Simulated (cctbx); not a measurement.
**Which space group?**

Cell: a = 3.9570 Å, b = 3.9570 Å, c = 8.8530 Å, α = 90.00°, β = 90.00°, γ = 90.00°. Expected content of the cell: Pr2 Co2 V4.

Simulated single-crystal data (cctbx): Mo Kα, λ = 0.71073 Å, to d = 0.77 Å, 95 % of the full sphere, strongest reflection 5000 counts, noise from counting, a 3 % proportional error and a noise floor of 15 counts (s.d.); no absorption, some extinction.

A first pass over the reflections prints:

```text
1217 reflections to d = 0.773 A
centring   violations  <I/sigma> of those
    A        378 of   613      9.0
    B        374 of   606      9.1
    C        406 of   603      9.3
    I        251 of   640      4.1
    R        478 of   806      9.1
    F        579 of   911      9.1
Laue class    unique    Rint  (classes that these axes allow; Friedel mates merged)
P -1              640   0.041
P 1 2/m 1         370   0.048
P 1 1 2/m         349   0.049
P 2/m 1 1         371   0.049
P m m m           224   0.052
P 4/m             180   0.053
P 4/m m m         132   0.054
space group    extra absences  I>4sigma  <I/sigma>
P 4 2 2                 0          0         -  acentric
P 4 21 2               12          0      -0.1  acentric
P 4 m m                 0          0         -  acentric
P -4 2 m                0          0         -  acentric
P -4 21 m              12          0      -0.1  acentric
P -4 m 2                0          0         -  acentric
P 4/m m m               0          0         -  centric
P 4/n m m :1           44          0      -0.3  centric
P 4/n m m :2           44          0      -0.3  centric
Wilson B = 0.63 A^2   <|E^2-1|> = 0.831 (0.968 centric, 0.736 acentric)   E^2>4: 1.6 %
shell (A)         n   <I/sigma>
 8.85 - 1.54     23     23.9
 1.54 - 1.23     19     25.9
 1.23 - 1.07     14     30.8
 1.07 - 0.97     14     22.4
 0.97 - 0.90     17     31.7
 0.90 - 0.85     15     21.2
 0.85 - 0.81      9     30.6
 0.81 - 0.77     21     16.5
```

**Question.** What are the lattice type, the Laue class and the likely space group?

Every centring test has many violations, so the lattice is primitive.

Rint stays low (0.041 to 0.054) up to P 4/m m m, the highest class in these axes.

9 settings pass the absence test. The most absences obeyed, 44, belong to P 4/n m m alone.

⟨|E²−1|⟩ = 0.831 lies between the two ideal values. The Wilson B of 0.63 Å² means U ≈ 0.0080 Å².

The true group is P4/nmm (no. 129, origin choice 1), Laue class 4/mmm, centrosymmetric. The tables fix it.

This is a model crystal, built by substitution and not relaxed, with assumed displacement parameters.

[Logs are printed without paths, hosts, clocks, repeated set-up lines and the standing remarks that a program may print on its own settings, such as how far it seeks lower states.]
